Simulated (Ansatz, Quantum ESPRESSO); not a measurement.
## Mode couplings of NbB2 (P6/mmm) in a second program

What λ does ph.x give for NbB2 (P6/mmm), and how does it hang on the broadening? The first relaxation steps of the session are not shown, so no cell shown is the starting entry, unless a step says so.

Main program and level: Ansatz 0.2.0 and Quantum ESPRESSO 7.5; DFT PBEsol, scalar-relativistic, plane waves, PAW, in the first sound run; inputs show where later runs differ.

Most raw output is cut from this account.

### Step 1. The cell after earlier relaxation steps

It takes space group P6/mmm (No. 191, hexagonal). Conventional cell: a = 3.094 Å, b = 3.094 Å, c = 3.293 Å, α = 90.00°, β = 90.00°, γ = 120.00°. Nearest to Nb lie 12 B at 2.43 Å. Nearest to B lie 3 B at 1.79 Å and 6 Nb at 2.43 Å. Farther neighbours are not listed.

### Step 2. Relaxing tightly for phonons

Residual forces and stress shift phonon frequencies, so the cell is relaxed again, with tight thresholds and the mesh and smearing of this input. Earlier relaxation steps are not shown.

Contents of input.yaml:

```yaml
crystal:
  lattice:
    - [3.093926626, 0.0, 0.0]
    - [-1.546963313, 2.6794190555, 0.0]
    - [0.0, 0.0, 3.2926070874]
  atoms:
    - { symbol: Nb, position: [0.0, 0.0, 0.0] }
    - { symbol: B, position: [0.3333333333, 0.6666666667, 0.5] }
    - { symbol: B, position: [0.6666666667, 0.3333333333, 0.5] }
kpoints:
  mp_grid: { grid: [12, 12, 8] }
hamiltonian:
  xc: pbesol
scf:
  occupations: { method: methfessel_paxton, width: 0.2 }
output:
  forces: true
  stress: true
  eigenvalues: true
relax:
  adjacent_minimum: "off"
  f_tol: 0.001
  max_steps: 60
  cell: { stress_tol: 0.01 }
```

On the command line:

```bash
$ ansatz run input.yaml --threads 8 --pin off --max-ram 16384MiB --backend cpu --events-out ev --progress --plain --runs-dir out
```

Wall time 1.7 s (8 threads of Arm Neoverse V1, shared host); peak memory 0.37 GiB; 10 s of CPU time.

Little changed from the start: no atom moved by 0.005 Å and no cell edge by 0.1 %.

This step gave:

```
pressure          : 0.007100 GPa
volume per atom   : 9.097 Å³
metallic on mesh  : yes
gap on the k-mesh : 0 eV
```

The largest force is now zero by symmetry and the largest stress component 0.0084 GPa.

### Step 3. Ground state with pw.x

ph.x needs a tightly converged ground state on the same k mesh; the cell is that of the step before.

This step: DFT PBEsol, scalar-relativistic, plane waves, GBRV ultrasoft pseudopotentials (Quantum ESPRESSO 7.5).

Contents of pw.in:

```
&CONTROL
  calculation = 'scf'
  prefix      = 'x'
  outdir      = './tmp'
  pseudo_dir  = './pseudo'
  tprnfor     = .true.
  tstress     = .true.
/
&SYSTEM
  ibrav       = 4
  celldm(1)   = 5.84380477
  celldm(3)   = 1.06560256
  nat         = 3
  ntyp        = 2
  ecutwfc     = 52.0
  ecutrho     = 416.0
  occupations = 'smearing'
  smearing    = 'fd'
  degauss     = 0.00734986
  nbnd        = 21
/
&ELECTRONS
  conv_thr    = 1.0d-11
  mixing_beta = 0.5
/
ATOMIC_SPECIES
 Nb     92.9064  Nb.upf
 B      10.8100  B.upf
ATOMIC_POSITIONS crystal
 Nb     0.000000000   0.000000000   0.000000000
 B      0.333333333   0.666666667   0.500000000
 B      0.666666667   0.333333333   0.500000000
K_POINTS automatic
 12 12 10 0 0 0
```

On the command line:

```bash
$ OMP_NUM_THREADS=1 mpirun -n 8 pw.x -nk 8 -in pw.in > pw.x.log
```

Elapsed: 7.7 s, on 8 MPI ranks.

This step gave:

| Property | Result |
| --- | --- |
| pressure | -0.09300 GPa |

With these potentials, mesh and smearing the cell is at -0.093 GPa.

### Step 4. Second program, linear response: Fermi–Dirac smearing of 0.1 eV

ph.x gives each mode's frequency and linewidth; λ of a mode follows from Gaussian double-delta sums over the k mesh, here at four widths.

Contents of ph.in:

```
phonons and couplings
&INPUTPH
  prefix          = 'x'
  outdir          = './tmp'
  tr2_ph          = 1.0d-15
  fildyn          = 'x.dyn'
  fildvscf        = 'dvscf'
  ldisp           = .true.
  nq1             = 3
  nq2             = 3
  nq3             = 2
  electron_phonon = 'simple'
  el_ph_ngauss    = 0
  el_ph_sigma     = 0.00734986
  el_ph_nsigma    = 4
  alpha_mix(1)    = 0.5
  amass(1)        = 92.9064
  amass(2)        = 10.81
/
```

On the command line:

```bash
$ OMP_NUM_THREADS=1 mpirun -n 8 ph.x -nk 8 -in ph.in > ph.x.log
```

Elapsed: 24 min, on 8 MPI ranks.

This step gave:

| Quantity | Value |
| --- | --- |
| highest frequency, solved or plainly interpolated | 829.2 cm⁻¹ |
| omega log against width | 27.75, 28.31, 29.27, 29.78 meV, at widths 0.1 to 0.4 eV |

As ph.x prints them, no sum rule imposed; at the zone centre the sum is no linewidth. Double-delta sums, the first 40 of 54 rows:

```
    q1      q2   q3  star  mode  omega (meV)  lambda_q, sigma 0.1 eV  lambda_q, sigma 0.2 eV  lambda_q, sigma 0.3 eV  lambda_q, sigma 0.4 eV  half width at sigma 0.2 (meV)
     0       0    0     1     1      -0.8718                       0                       0                       0                       0                        1.24e-4
     0       0    0     1     2      -0.4581                       0                       0                       0                       0                        1.24e-4
     0       0    0     1     3      -0.4581                       0                       0                       0                       0                        1.24e-4
     0       0    0     1     4        53.51                  0.1406                  0.1092                  0.0881                  0.0732                         0.4704
     0       0    0     1     5        53.51                  0.1406                  0.1092                  0.0881                  0.0732                         0.4704
     0       0    0     1     6        60.61                       0                  0.0039                  0.0077                  0.0088                        0.02142
     0       0    0     1     7        67.95                  0.8253                  0.3415                  0.2052                  0.1433                          2.373
     0       0    0     1     8        101.2                  0.4676                  0.2442                  0.1763                  0.1377                          3.763
     0       0    0     1     9        101.2                  0.4676                  0.2442                  0.1763                  0.1377                          3.763
     0       0  0.5     1     1        21.54                  0.3867                  0.2081                  0.1753                  0.1761                         0.1453
     0       0  0.5     1     2        21.54                  0.3867                  0.2081                  0.1753                  0.1761                         0.1453
     0       0  0.5     1     3        26.25                  0.3075                  0.3751                  0.2917                  0.2371                         0.3888
     0       0  0.5     1     4        53.18                  0.0298                   0.028                   0.023                  0.0209                         0.1192
     0       0  0.5     1     5        53.18                  0.0298                   0.028                   0.023                  0.0209                         0.1192
     0       0  0.5     1     6        69.29                  0.1076                  0.1099                  0.0755                  0.0512                         0.7939
     0       0  0.5     1     7        69.84                  0.0011                  0.0041                  0.0052                  0.0077                        0.02986
     0       0  0.5     1     8        98.27                  0.0143                   0.023                    0.02                  0.0183                         0.3347
     0       0  0.5     1     9        98.27                  0.0143                   0.023                    0.02                  0.0183                         0.3347
     0  0.3333    0     6     1        22.53                  0.1392                  0.0805                  0.0804                  0.1025                         0.0615
     0  0.3333    0     6     2        23.34                  0.3037                  0.1265                  0.0869                  0.0784                         0.1037
     0  0.3333    0     6     3        29.36                  0.1594                  0.1089                  0.1004                  0.0993                         0.1412
     0  0.3333    0     6     4        61.07                  0.0484                  0.0199                  0.0144                  0.0155                         0.1115
     0  0.3333    0     6     5        62.26                  0.0805                  0.0644                  0.0543                  0.0544                         0.3757
     0  0.3333    0     6     6        65.38                   0.001                  0.0092                  0.0178                  0.0272                        0.05885
     0  0.3333    0     6     7        76.99                  0.0907                  0.0463                   0.033                  0.0294                         0.4125
     0  0.3333    0     6     8        96.51                  0.1176                  0.0442                  0.0264                  0.0211                         0.6194
     0  0.3333    0     6     9        98.29                  0.0643                  0.0446                  0.0375                  0.0377                         0.6478
     0  0.3333  0.5     6     1        20.87                  0.1996                  0.4407                  0.4196                  0.4053                         0.2887
     0  0.3333  0.5     6     2        23.38                  0.2345                  0.1547                   0.178                  0.2049                         0.1273
     0  0.3333  0.5     6     3        27.54                  0.0274                  0.0575                   0.056                  0.0532                        0.06555
     0  0.3333  0.5     6     4        59.19                  0.0134                  0.0217                  0.0216                  0.0221                         0.1142
     0  0.3333  0.5     6     5        65.05                  0.0028                  0.0214                  0.0347                  0.0423                         0.1365
     0  0.3333  0.5     6     6        70.95                  0.0366                  0.0469                  0.0423                  0.0384                          0.355
     0  0.3333  0.5     6     7        74.72                  0.0184                  0.0226                  0.0247                  0.0241                         0.1902
     0  0.3333  0.5     6     8        97.89                  0.0053                  0.0205                  0.0289                  0.0311                         0.2952
     0  0.3333  0.5     6     9        98.53                  0.0107                   0.015                  0.0147                  0.0139                         0.2184
0.3333  0.3333    0     2     1         25.2                   0.083                   0.047                  0.0728                  0.1015                        0.04487
0.3333  0.3333    0     2     2        28.86                  0.6726                  0.3073                  0.1968                  0.1495                         0.3849
0.3333  0.3333    0     2     3        28.86                  0.6726                  0.3073                  0.1968                  0.1495                         0.3849
0.3333  0.3333    0     2     4        59.97                  0.2704                  0.1787                  0.1198                  0.0946                         0.9671
```

Mean over the q mesh without its centre; few wavevectors enter, so none of the widths can be taken as converged. Table of coupling constant λ, lambda by Gaussian width:

```
Gaussian width (eV)  coupling constant λ, lambda
              0.100                         1.85
              0.200                         1.13
              0.300                        0.858
              0.400                        0.783
```

λ runs from 1.85 at 0.1 eV to 0.783 at 0.4 eV.

### Step 5. What came out

| Property | Result |
| --- | --- |
| phonon run of the rows without a label of their own | PBEsol, q 3×3×2, k 12×12×10 |
| coupling λ by Gaussian sums at 0.2 eV, Quantum ESPRESSO, GBRV, cutoff 707 eV, q 3×3×2, k 12×12×10 | 1.13 |

**Reading.** Under gradient-corrected functionals ph.x can misplace modes where the density is low; no frozen-phonon run checks these frequencies. In the last run that gave them, λ from the Gaussian sums still varies by a factor of 2.4 between widths of 0.1 and 0.4 eV; these sums hold few wavevectors and leave out the zone centre.

[Logs are printed without paths, hosts, clocks, repeated set-up lines and the standing remarks that a program may print on its own settings, such as how far it seeks lower states.]

[Hosts, paths, dates, database ids (printed as entryN), source tags and the programs' standing remarks are cut or masked in the printed files.]
